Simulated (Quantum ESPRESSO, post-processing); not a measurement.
# SiC(110), H on both faces, stepped through the number of layers, part 11 of 11

Aim: how the results for SiC(110), H on both faces change with the number of layers.

Quantum ESPRESSO 7.5; plane-wave DFT, PBE, GBRV ultrasoft pseudopotentials.

So far. Step 14 (Relaxing the ions, 9 layers): The relaxation lowers the energy by 3 meV an atom. Step 17 (Relaxation with pw.x, 11 layers): The relaxation lowers the energy by 2 meV an atom.

## (19) Self-consistent run, 11 layers: field 0.1 V/Å

Input file m7.f1.in:

```
&control
  prefix = 'm7.f1'
  outdir = './out'
  pseudo_dir = './pseudo'
  calculation = 'scf'
  tprnfor = .true.
  tefield = .true.
  dipfield = .true.
/
&system
  ibrav = 0
  nat = 26
  ntyp = 3
  ecutwfc = 40
  ecutrho = 200
  occupations = 'smearing'
  smearing = 'fd'
  degauss = 0.002
  edir = 3
  emaxpos = 0.97
  eopreg = 0.04
  eamp = 0.00194469
  nbnd = 50
/
&electrons
  conv_thr = 1e-09
  mixing_beta = 0.4
  electron_maxstep = 120
  mixing_mode = 'plain'
  startingpot = 'file'
/
ATOMIC_SPECIES
  H   1.0080  h_pbe_v1.4.uspp.F.UPF
  Si  28.0850  si_pbe_v1.uspp.F.UPF
  C   12.0110  c_pbe_v1.2.uspp.F.UPF
CELL_PARAMETERS angstrom
  4.37818550200000 0.00000000000000 0.00000000000000
  0.00000000000000 3.09619996900000 0.00000000000000
  0.00000000000000 0.00000000000000 33.87598799449717
ATOMIC_POSITIONS crystal
  H   0.812166795200 0.000000000000 0.234945631100
  H   0.387528338500 0.500000000000 0.245520943300
  Si  0.003089004600 0.000000000000 0.271878770600
  C   0.244361751500 0.500000000000 0.272460164300
  Si  0.501370384000 0.500000000000 0.317208421900
  C   0.750188144600 0.000000000000 0.317064269000
  Si  0.000874248000 0.000000000000 0.362830968400
  C   0.250770396000 0.500000000000 0.362858437800
  Si  0.500770481200 0.500000000000 0.408554342500
  C   0.750809299700 0.000000000000 0.408530244400
  Si  0.000691080300 0.000000000000 0.454266594200
  C   0.250732388200 0.500000000000 0.454260063700
  Si  0.500431431700 0.500000000000 0.500000000000
  C   0.750593353700 0.000000000000 0.500000000000
  Si  0.000691080300 0.000000000000 0.545733405800
  C   0.250732388200 0.500000000000 0.545739936300
  Si  0.500770481200 0.500000000000 0.591445657500
  C   0.750809299700 0.000000000000 0.591469755600
  Si  0.000874248000 0.000000000000 0.637169031600
  C   0.250770396000 0.500000000000 0.637141562200
  Si  0.501370384000 0.500000000000 0.682791578100
  C   0.750188144600 0.000000000000 0.682935731000
  Si  0.003089004600 0.000000000000 0.728121229400
  C   0.244361751500 0.500000000000 0.727539835700
  H   0.387528338500 0.500000000000 0.754479056700
  H   0.812166795200 0.000000000000 0.765054368900
K_POINTS automatic
  4 8 1 0 0 0
```

On the command line:

```bash
$ cp -r out/m7.f0.save out/m7.f1.save
$ OMP_NUM_THREADS=1 mpirun -n 4 pw.x -nk 2 -in m7.f1.in > m7.f1.out
```

Log:

```text
[banner, memory and clock lines left out]
Program PWSCF v.7.5 starts
[...]
number of electrons       =        92.00
     number of Kohn-Sham states=           50
     kinetic-energy cutoff     =      40.0000  Ry
     charge density cutoff     =     200.0000  Ry
[...]
number of k points=    18  Fermi-Dirac smearing, width (Ry)=  0.0020
[...]
Dense  grid:   148075 G-vectors     FFT dimensions: (  40,  27, 300)
[...]
The initial density is read from file :
[...]
negative rho (up, down):  1.592E-03 0.000E+00
[...]
Starting wfcs are   92 randomized atomic wfcs
[...]
negative rho (up, down):  1.593E-03 0.000E+00
[...]
estimated scf accuracy    <       0.01598805 Ry
[...]
negative rho (up, down):  1.593E-03 0.000E+00
[...]
estimated scf accuracy    <       0.04410006 Ry
[...]
negative rho (up, down):  1.593E-03 0.000E+00
[...]
estimated scf accuracy    <       0.00017370 Ry
[...]
negative rho (up, down):  1.592E-03 0.000E+00
[...]
estimated scf accuracy    <       0.00000796 Ry
[...]
negative rho (up, down):  1.592E-03 0.000E+00
[...]
estimated scf accuracy    <       0.00000320 Ry
[...]
negative rho (up, down):  1.592E-03 0.000E+00
[...]
estimated scf accuracy    <       0.00000024 Ry
[...]
negative rho (up, down):  1.592E-03 0.000E+00
[...]
estimated scf accuracy    <       0.00000017 Ry
[...]
negative rho (up, down):  1.592E-03 0.000E+00
[...]
estimated scf accuracy    <       0.00000001 Ry
[...]
negative rho (up, down):  1.592E-03 0.000E+00
[...]
estimated scf accuracy    <       0.00000003 Ry
[...]
negative rho (up, down):  1.592E-03 0.000E+00
[...]
Computed dipole along edir(3) :
        Dipole                0.2271 Ry au,          0.5771 Debye
        Dipole field          0.0009 Ry au,
        E field amplitude [Ha a.u.]:  1.9447E-03
        Potential amp.        0.1259 Ry
        Total length         61.4557 bohr
[...]
the Fermi energy is     3.2696 ev
!    total energy              =    -236.96480042 Ry
     estimated scf accuracy    <          8.2E-10 Ry
     smearing contrib. (-TS)   =      -0.00000000 Ry
     internal energy E=F+TS    =    -236.96480042 Ry
[...]
one-electron contribution =   -5214.89609363 Ry
     hartree contribution      =    2642.14038762 Ry
     xc contribution           =     -91.84066790 Ry
     ewald contribution        =    2427.63224755 Ry
     electric field correction =      -0.00067406 Ry
     convergence has been achieved in  10 iterations
     negative rho (up, down):  1.592E-03 0.000E+00
[...]
Total force =     0.007407     Total SCF correction =     0.000083
[...]
```

The job ended after 2.2 min (4 MPI ranks of Arm Neoverse V1, shared host; peak memory 0.75 GiB; 8.7 min of CPU time).

Read from the output:

| Property | Result |
| --- | --- |
| free energy | -3224.0704 eV |
| Fermi energy | 3.270 eV |
| dipole along the normal | 0.1201 e·Å |
| valence top, on the run's zero | 2.351 eV |
| conduction bottom, on the run's zero | 3.924 eV |
| gap by band count | 1.573 eV |

## (20) The series side by side

The series in one table:

| the number of layers | energy (eV) | gap along the path (eV) | vacuum level over the valence top of the mesh (eV) | dipole at 0.1 V/Å (e Å) | 4πα/A (Å) |
| --- | --- | --- | --- | --- | --- |
| 3 layers | -925.5502 | 2.742 | 5.258 | 0.04051 | 5.408 |
| 4 layers | -1212.8632 | 2.469 | 5.176 | 0.05047 | 6.734 |
| 5 layers | -1500.1771 | 2.094 | 5.128 | 0.06033 | 8.051 |
| 6 layers | -1787.4920 | 2.039 | 5.106 | 0.07033 | 9.388 |
| 7 layers | -2074.8063 | 1.829 | 5.088 | 0.08022 | 10.71 |
| 8 layers | -2362.1209 | 1.832 | 5.08 | 0.09017 | 12.04 |
| 9 layers | -2649.4353 | 1.691 | 5.075 | 0.1001 | 13.36 |
| 11 layers | -3224.0644 | 1.609 | 5.067 | 0.1201 | 16.04 |

## (21) Worked from the printed numbers

4πα/A grows by 0.857 Å for each Å of thickness (clamped-ion); 1 − 1/ε = 0.857 gives ε = 7.0.

## (22) Results

```json
{"clamped-ion ε from the slope of 4πα/A against thickness": "7.0", "gap at 11 layers": "1.61 eV"}
```

What this shows: The series holds 8 members; clamped-ion ε from the slope of 4πα/A against thickness: 7.0; gap at 11 layers: 1.61 eV (PBE, GBRV ultrasoft). So near one, the clamped-ion slope is touchy: 0.01 in it moves ε by 0.5. The gap goes from 2.74 to 1.61 eV as the slab grows from 5.6 to 18.0 Å; the bulk has 1.38 eV on its mesh, and the excess falls as thickness to the power -1.5. Semilocal gaps are too small; no spin-orbit coupling; every broken bond is capped, which crowds large atoms; the ions are held in the field.

[Logs are printed without paths, hosts, clocks, repeated set-up lines and the standing remarks that a program may print on its own settings, such as how far it seeks lower states.]

[Hosts, paths, dates, database ids (printed as entryN), source tags and the programs' standing remarks are cut or masked in the printed files.]

[Maps of the electrostatic potential energy from Ansatz leave out the sawtooth potential of an applied field or a dipole correction, so their vacuum need not be flat; planar profiles and work functions include it.]
